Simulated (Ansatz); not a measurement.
**Phonons of GaN (P6_3mc) against volume**

Aim: how do the optical modes of GaN (P6_3mc) move with volume?

Method: DFT PBE, scalar-relativistic, plane waves, PAW; PAW set soft_1, in Ansatz 0.2.0.

This is a report of a sequence of runs, with most program output left out.

The database entry behind the starting cell differs from later determinations by our own check (about 0.3 % short, ideal inner coordinate), so it need not match the best structure at ambient conditions.

### Step 1. The structure

The structure is hexagonal, space group P6_3mc (No. 186). The conventional cell has a = 3.180 Å, b = 3.180 Å, c = 5.166 Å, α = 90.00°, β = 90.00°, γ = 120.00°. Nearest to N lie 4 Ga at 1.94 to 1.95 Å. Nearest to Ga lie 4 N at 1.94 to 1.95 Å. Farther neighbours and most contacts between anions are not listed.

As a file:

```
N Ga
1.0
     3.18000    0.00000    0.00000
    -1.59000    2.75396    0.00000
     0.00000    0.00000    5.16600
N Ga
2 2
Direct
  0.33333 0.66667 0.37500
  0.66667 0.33333 0.87500
  0.33333 0.66667 0.00000
  0.66667 0.33333 0.50000
```

### Step 2. Relaxation

The cell and atoms are relaxed, since residual forces and stress would shift the frequencies.

Contents of input.yaml:

```yaml
crystal:
  lattice:
    - [3.18, 0.0, 0.0]
    - [-1.59, 2.753960784, 0.0]
    - [0.0, 0.0, 5.166]
  atoms:
    - { symbol: "N", position: [0.33333333, 0.66666667, 0.375] }
    - { symbol: "N", position: [0.66666667, 0.33333333, 0.875] }
    - { symbol: Ga, position: [0.33333333, 0.66666667, 0.0] }
    - { symbol: Ga, position: [0.66666667, 0.33333333, 0.5] }
kpoints:
  mp_grid: { grid: [12, 12, 6] }
hamiltonian:
  xc: pbe
  pseudopotentials: { kind: paw, azcp: { folder: soft_1 } }
scf:
  occupations: { method: gaussian, width: 0.02 }
output:
  forces: true
  stress: true
  eigenvalues: true
relax:
  adjacent_minimum: "off"
  f_tol: 0.005
  max_steps: 80
  cell: { stress_tol: 0.05 }
```

Launch:

```sh
$ ansatz run input.yaml --threads 4 --pin off --max-ram 16384MiB --backend cpu --events-out ev --progress --plain --runs-dir out
```

Run time: 15 s. Hardware: 4 threads of Arm Neoverse V2, shared host; peak memory 0.43 GiB.

Step by step:

```csv
step,energy less that of the first step (eV),largest force component (eV/Å),pressure (GPa),volume (Å³)
1,0.0000,0.1366,7.33,45.24
2,-0.0315,0.0980,2.88,46.27
3,-0.0374,0.0456,0.14,46.98
4,-0.0375,0.0074,0.02,47.01
5,-0.0375,0.0002,0.00,47.01
6*,-0.0415,0.0002,0.12,47.01
7,-0.0414,0.0001,0.00,47.04
8*,-0.0415,0.0001,0.00,47.04
```

Relaxation steps marked * repeat the geometry before them on a plane-wave basis chosen anew for their cell, so energy and pressure can jump there.

The run keeps the 12 symmetry operations that it works with, so distortions that break them were not tested.

```csv
"conventional cell, symmetrised",before,after,change
a (Å),3.180,3.219,+1.2 %
b (Å),3.180,3.219,+1.2 %
c (Å),5.166,5.243,+1.5 %
volume (Å³/atom),11.31,11.76,+4.0 %
```

The relaxed structure:

```xyz
4
Lattice="3.2187 0.0000 0.0000 -1.6093 2.7874 0.0000 0.0000 0.0000 5.2435" Properties=species:S:1:pos:R:3 pbc="T T T"
N     0.0000    1.8583    1.9708
N     1.6093    0.9291    4.5926
Ga    0.0000    1.8583   -0.0045
Ga    1.6093    0.9291    2.6172
```

This step gave:

```
pressure          : 4.75e-4 GPa
gap on the k-mesh : 1.710 eV
volume per atom   : 11.76 Å³
```

In this step the volume went from 11.31 to 11.76 Å³/atom.

### Step 3. Tight relaxation

A first tight relaxation and response on 12×12×6 k points, not shown, drew a warning on the mesh, so the tight relaxation is repeated on 18×18×8 points.

Contents of input.yaml:

```yaml
crystal:
  lattice:
    - [3.2186527184, 0.0, 0.0]
    - [-1.6093263592, 2.7874350201, 0.0]
    - [0.0, 0.0, 5.2434880868]
  atoms:
    - { symbol: "N", position: [0.3333333333, 0.6666666667, 0.3758659244] }
    - { symbol: "N", position: [0.6666666667, 0.3333333333, 0.8758659244] }
    - { symbol: Ga, position: [0.3333333333, 0.6666666667, -0.0008659244] }
    - { symbol: Ga, position: [0.6666666667, 0.3333333333, 0.4991340756] }
kpoints:
  mp_grid: { grid: [18, 18, 8] }
hamiltonian:
  xc: pbe
  pseudopotentials: { kind: paw, azcp: { folder: soft_1 } }
scf:
  occupations: { method: fixed }
output:
  forces: true
  stress: true
  eigenvalues: true
relax:
  adjacent_minimum: "off"
  f_tol: 0.001
  max_steps: 60
  cell: { stress_tol: 0.01 }
```

The job ended after 9.5 s (4 threads; peak memory 0.51 GiB).

Little changed from the start: no atom moved by 0.005 Å and no cell edge by 0.1 %.

This step gave:

- pressure: 0.001903 GPa

The largest force component left is 0.013 meV/Å and the pressure is 0.002 GPa, within the tolerances set. The cell now holds 11.76 Å³/atom.

### Step 4. Modes at rest

The modes at rest are the reference of the series, and the response to a field gives the dielectric tensor and the Born charges.

input.yaml: that of step 3 with these lines changed.

```diff
@@ -18,9 +18,7 @@
 output:
-  forces: true
-  stress: true
   eigenvalues: true
-relax:
-  adjacent_minimum: "off"
-  f_tol: 0.001
-  max_steps: 60
-  cell: { stress_tol: 0.01 }
+phonons:
+  method: dfpt
+  dielectric: true
+  rigid_motions: translations
+  raman: true
```

The job ended after 13 min (4 threads; peak memory 4 GiB; 52 min of CPU time).

This step gave:

| Property | Result |
| --- | --- |
| sum-rule residual before enforcement | 1.39e-5 eV/Å² |
| miss of the charge sum rule | 0.001748 e |
| estimated error of the dielectric tensor | 0.01825 |
| estimated error of the Born charges | 0.01441 e |
| point group | 6mm |
| highest optical mode at the zone centre (no LO-TO term) | 655.8 cm⁻¹ |
| lowest optical zone-centre mode | 136.2 cm⁻¹ |
| mean high-frequency dielectric constant | 6.013 |
| largest Born charge (third of the trace) | -2.684 e |
| mean static dielectric constant | 10.88 |
| top of the zone-centre spectrum with the field | 695.5 cm⁻¹ |

Without the LO-TO term. Patterns of degenerate modes are one choice out of their space. The modes at Γ (shares of kinetic energy by element, %):

| mode | frequency (cm⁻¹) | symmetry | N % | Ga % |
| --- | --- | --- | --- | --- |
| 1 | 0.0 | acoustic | 17 | 83 |
| 2 | 0.0 | acoustic | 17 | 83 |
| 3 | 0.0 | acoustic | 17 | 83 |
| 4 | 136.2 | E2 | 11 | 89 |
| 5 | 136.2 | E2 | 11 | 89 |
| 6 | 319.0 | B1 | 0 | 100 |
| 7 | 500.7 | A1 | 83 | 17 |
| 8 | 523.7 | E1 | 83 | 17 |
| 9 | 523.7 | E1 | 83 | 17 |
| 10 | 531.2 | E2 | 89 | 11 |
| 11 | 531.2 | E2 | 89 | 11 |
| 12 | 655.8 | B1 | 100 | 0 |

Displacements in mode 4 (136.2 cm⁻¹), the largest set to 1:
```
N1   0.80  0.00  0.00
N2  -0.80  0.00  0.00
Ga3 -1.00  0.00  0.00
Ga4  1.00  0.00  0.00
```

Displacements in mode 6 (319.0 cm⁻¹), the largest set to 1:
```
N1   0.00  0.00  0.09
N2   0.00  0.00 -0.09
Ga3  0.00  0.00  1.00
Ga4  0.00  0.00 -1.00
```

Optical modes at the zone centre, without and with the macroscopic field of the longitudinal modes; each column is sorted by frequency, so a row need not hold one and the same mode. Modes with and without the field, by row:

| rank among optical modes | no field (cm⁻¹) | q along (1, 0, 0) (cm⁻¹) | q along (0, 0, 1) (cm⁻¹) |
| --- | --- | --- | --- |
| 1 | 136.2 | 136.2 | 136.2 |
| 2 | 136.2 | 136.2 | 136.2 |
| 3 | 319 | 319 | 319 |
| 4 | 500.7 | 500.7 | 523.7 |
| 5 | 523.7 | 523.7 | 523.7 |
| 6 | 523.7 | 531.2 | 531.2 |
| 7 | 531.2 | 531.2 | 531.2 |
| 8 | 531.2 | 655.8 | 655.8 |
| 9 | 655.8 | 695.5 | 690.2 |

Born charge (rows field, columns displacement) (e), principal values of the symmetric part by kind of site:

| atom | atoms with these values | low | middle | high | mean |
| --- | --- | --- | --- | --- | --- |
| N1 | 2 | -2.78 | -2.64 | -2.64 | -2.68 |
| Ga3 | 2 | 2.64 | 2.64 | 2.78 | 2.68 |

In full for N1:

```
-2.64  0.00  0.00
 0.00 -2.64  0.00
 0.00  0.00 -2.78
```

High-frequency dielectric tensor:

```
5.95 0.00 0.00
0.00 5.95 0.00
0.00 0.00 6.14
```

Static dielectric tensor (ions relaxed, fixed cell):

```
10.49  0.00  0.00
 0.00 10.49  0.00
 0.00  0.00 11.67
```

Transverse modes. Lines of the infrared spectrum (strongest = 100):

```
position (cm⁻¹)  label  relative intensity
            136     E2                 0.0
            319     B1                 0.0
            501     A1                  56
            524     E1                 100
            531     E2                 0.0
            656     B1                 0.0
```

Activity x (w_L - w)^4 (n + 1)/w, 532 nm, 300 K; the tensors are static ones, while 532 nm light lies above the computed direct gap, where resonance would change the heights; modes without the macroscopic field alone. Raman lines, with heights relative to the strongest:

```
position (cm⁻¹)  label  relative intensity
            136     E2                 4.2
            319     B1                 0.0
            501     A1                  78
            524     E1                  26
            531     E2                 100
            656     B1                 0.0
```

Before it was imposed, the acoustic sum rule was missed by 1.4e-5 eV/Å² and the charge sum rule by 0.0017 e. Small misses are needed for a sound result but don't prove that mesh and cutoff are converged. The lowest optical mode is real, 136 cm⁻¹.

The log warns of the k mesh: “the force constants stand on the 18×18×8 k-mesh, whose period is 12.71 times the interband length at k = (0.0000, 0.0000, 0.0000), direct gap 1.710 eV, under 14: take them and everything formed from them as unconverged”. So the frequencies of this run count as unconverged too.

### Step 5. A member of the series: 1.06 times the volume at rest

The cell is set to 1.06 times the volume at rest, and shape and atoms relax at that volume.

input.yaml, the sections that differ from step 4:

```yaml
crystal:
  lattice:
    - [3.2817038304, 0.0, 0.0]
    - [-1.6408519152, 2.8420388848, 0.0]
    - [0.0, 0.0, 5.346574511]
  atoms:
    - { symbol: "N", position: [0.3333333333, 0.6666666667, 0.3759255166] }
    - { symbol: "N", position: [0.6666666667, 0.3333333333, 0.8759255166] }
    - { symbol: Ga, position: [0.3333333333, 0.6666666667, -0.0009255166] }
    - { symbol: Ga, position: [0.6666666667, 0.3333333333, 0.4990744834] }
output:
  forces: true
  stress: true
  eigenvalues: true
relax:
  adjacent_minimum: "off"
  f_tol: 0.001
  max_steps: 60
  cell: { stress_tol: 0.01, fix: [volume] }
# kpoints, hamiltonian, scf: as in step 4
# phonons: removed
```

Wall time 16 s (4 threads); peak memory 0.53 GiB.

Little changed from the start: no atom moved by 0.005 Å and no cell edge by 0.1 %.

Numbers from this step:

| Item | Value |
| --- | --- |
| pressure | -8.797 GPa |
| gap on the k-mesh | 1.326 eV |
| volume per atom | 12.47 Å³ |

The largest force component left is 0.035 meV/Å, at a pressure of -8.80 GPa.

### Step 6. Modes of this member: 1.06 times the volume at rest

The zone-centre modes follow for 1.06 times the volume at rest, with the response to a field.

input.yaml, the sections that differ from step 5:

```yaml
crystal:
  lattice:
    - [3.2816452436, 0.0, 0.0]
    - [-1.6408226218, 2.8419881471, 0.0]
    - [0.0, 0.0, 5.3467654162]
  atoms:
    - { symbol: "N", position: [0.3333333333, 0.6666666667, 0.3759539056] }
    - { symbol: "N", position: [0.6666666667, 0.3333333333, 0.8759539056] }
    - { symbol: Ga, position: [0.3333333333, 0.6666666667, -0.0009539056] }
    - { symbol: Ga, position: [0.6666666667, 0.3333333333, 0.4990460944] }
output:
  eigenvalues: true
phonons:
  method: dfpt
  dielectric: true
  rigid_motions: translations
# kpoints, hamiltonian, scf: as in step 5
# relax: removed
```

It took 3.6 min on 4 threads; peak memory 3.3 GiB.

Numbers from this step:

```yaml
sum_rule_residual_before_enforcement: 7.78e-5 eV/Å²
miss_of_the_charge_sum_rule: 0.002818 e
estimated_error_of_the_dielectric_tensor: 0.02638
estimated_error_of_the_born_charges: 0.01778 e
highest_optical_mode_at_the_zone_centre_no_lo_to_term: 608.0 cm⁻¹
lowest_optical_zone_centre_mode: 137.1 cm⁻¹
mean_high_frequency_dielectric_constant: 6.448
largest_born_charge_third_of_the_trace: -2.713 e
mean_static_dielectric_constant: 12.06
top_of_the_zone_centre_spectrum_with_the_field: 647.1 cm⁻¹
```

Without the LO-TO term. Patterns of degenerate modes are one choice out of their space. Modes at Γ, with each element's share of the kinetic energy:

```csv
mode,frequency (cm⁻¹),symmetry,N %,Ga %
1,0.0,acoustic,17,83
2,0.0,acoustic,17,83
3,0.0,acoustic,17,83
4,137.1,E2,10,90
5,137.1,E2,10,90
6,299.1,B1,0,100
7,456.3,A1,83,17
8,480.4,E1,83,17
9,480.4,E1,83,17
10,484.0,E2,90,10
11,484.0,E2,90,10
12,608.0,B1,100,0
```

Transverse modes. Infrared lines, with heights relative to the strongest:

| position (cm⁻¹) | label | relative intensity |
| --- | --- | --- |
| 137 | E2 | 0.0 |
| 299 | B1 | 0.0 |
| 456 | A1 | 56 |
| 480 | E1 | 100 |
| 484 | E2 | 0.0 |
| 608 | B1 | 0.0 |

Without the LO-TO term the lowest optical mode is real, 137 cm⁻¹, and the highest lies at 608.0 cm⁻¹.

The log warns of the k mesh: “the force constants stand on the 18×18×8 k-mesh, whose period is 11.19 times the interband length at k = (0.0000, 0.0000, 0.0000), direct gap 1.326 eV, under 14: take them and everything formed from them as unconverged”. So the frequencies of this run count as unconverged too.

### Step 7. A member of the series: 0.9 times the volume at rest

The cell is set to 0.9 times the volume at rest, and shape and atoms relax at that volume.

input.yaml, the sections that differ from step 6:

```yaml
crystal:
  lattice:
    - [3.1073186379, 0.0, 0.0]
    - [-1.5536593189, 2.691016878, 0.0]
    - [0.0, 0.0, 5.063367571]
  atoms:
    - { symbol: "N", position: [0.3333333333, 0.6666666667, 0.3757185165] }
    - { symbol: "N", position: [0.6666666667, 0.3333333333, 0.8757185165] }
    - { symbol: Ga, position: [0.3333333333, 0.6666666667, -0.0007185165] }
    - { symbol: Ga, position: [0.6666666667, 0.3333333333, 0.4992814835] }
output:
  forces: true
  stress: true
  eigenvalues: true
relax:
  adjacent_minimum: "off"
  f_tol: 0.001
  max_steps: 60
  cell: { stress_tol: 0.01, fix: [volume] }
# kpoints, hamiltonian, scf: as in step 6
# phonons: removed
```

Run time: 19 s. Hardware: 4 threads; peak memory 0.51 GiB; 75 s of CPU time.

Little changed from the start: no atom moved by 0.005 Å and no cell edge by 0.1 %.

This step gave:

```yaml
pressure: 22.83 GPa
gap_on_the_k_mesh: 2.409 eV
volume_per_atom: 10.58 Å³
```

The largest force component left is 0.65 meV/Å, at a pressure of 22.83 GPa.

### Step 8. Zone-centre modes of the member: 0.9 times the volume at rest

The zone-centre modes follow for 0.9 times the volume at rest, with the response to a field.

input.yaml, the sections that differ from step 7:

```yaml
crystal:
  lattice:
    - [3.1071916365, 0.0, 0.0]
    - [-1.5535958182, 2.6909068916, 0.0]
    - [0.0, 0.0, 5.0637814932]
  atoms:
    - { symbol: "N", position: [0.3333333333, 0.6666666667, 0.3756774328] }
    - { symbol: "N", position: [0.6666666667, 0.3333333333, 0.8756774328] }
    - { symbol: Ga, position: [0.3333333333, 0.6666666667, -0.0006774328] }
    - { symbol: Ga, position: [0.6666666667, 0.3333333333, 0.4993225672] }
output:
  eigenvalues: true
phonons:
  method: dfpt
  dielectric: true
  rigid_motions: translations
# kpoints, hamiltonian, scf: as in step 7
# relax: removed
```

Elapsed: 3 min, on 4 threads; peak memory 3.2 GiB; 11 min of CPU time.

This step gave:

* sum-rule residual before enforcement: 1.43e-4 eV/Å²
* miss of the charge sum rule: 0.003148 e
* estimated error of the dielectric tensor: 0.01591
* estimated error of the Born charges: 0.01456 e
* highest optical mode at the zone centre (no LO-TO term): 751.2 cm⁻¹
* lowest optical zone-centre mode: 128.9 cm⁻¹
* mean high-frequency dielectric constant: 5.482
* largest Born charge (third of the trace): -2.632 e
* mean static dielectric constant: 9.294
* top of the zone-centre spectrum with the field: 786.0 cm⁻¹

Without the LO-TO term. Patterns of degenerate modes are one choice out of their space. The modes at Γ (shares of kinetic energy by element, %):

```
mode  frequency (cm⁻¹)  symmetry  N %  Ga %
   1               0.0  acoustic   17    83
   2               0.0  acoustic   17    83
   3               0.0  acoustic   17    83
   4             128.9        E2   13    87
   5             128.9        E2   13    87
   6             353.7        B1    1    99
   7             588.9        A1   83    17
   8             609.7        E1   83    17
   9             609.7        E1   83    17
  10             624.8        E2   87    13
  11             624.8        E2   87    13
  12             751.2        B1   99     1
```

Transverse modes. Infrared lines, with heights relative to the strongest:

```csv
position (cm⁻¹),label,relative intensity
129,E2,0.0
354,B1,0.0
589,A1,55
610,E1,100
625,E2,0.0
751,B1,0.0
```

Without the LO-TO term the lowest optical mode is real, 129 cm⁻¹, and the highest lies at 751.2 cm⁻¹.

For the mean high-frequency dielectric constant, step 4 gave 6.01; this run, with volume ratio 0.9, gives 5.48 (-9 %).

(Part 1 of 2 ends here.)

[Logs are printed without paths, hosts, clocks, repeated set-up lines and the standing remarks that a program may print on its own settings, such as how far it seeks lower states.]

[Hosts, paths, dates, database ids (printed as entryN), source tags and the programs' standing remarks are cut or masked in the printed files.]
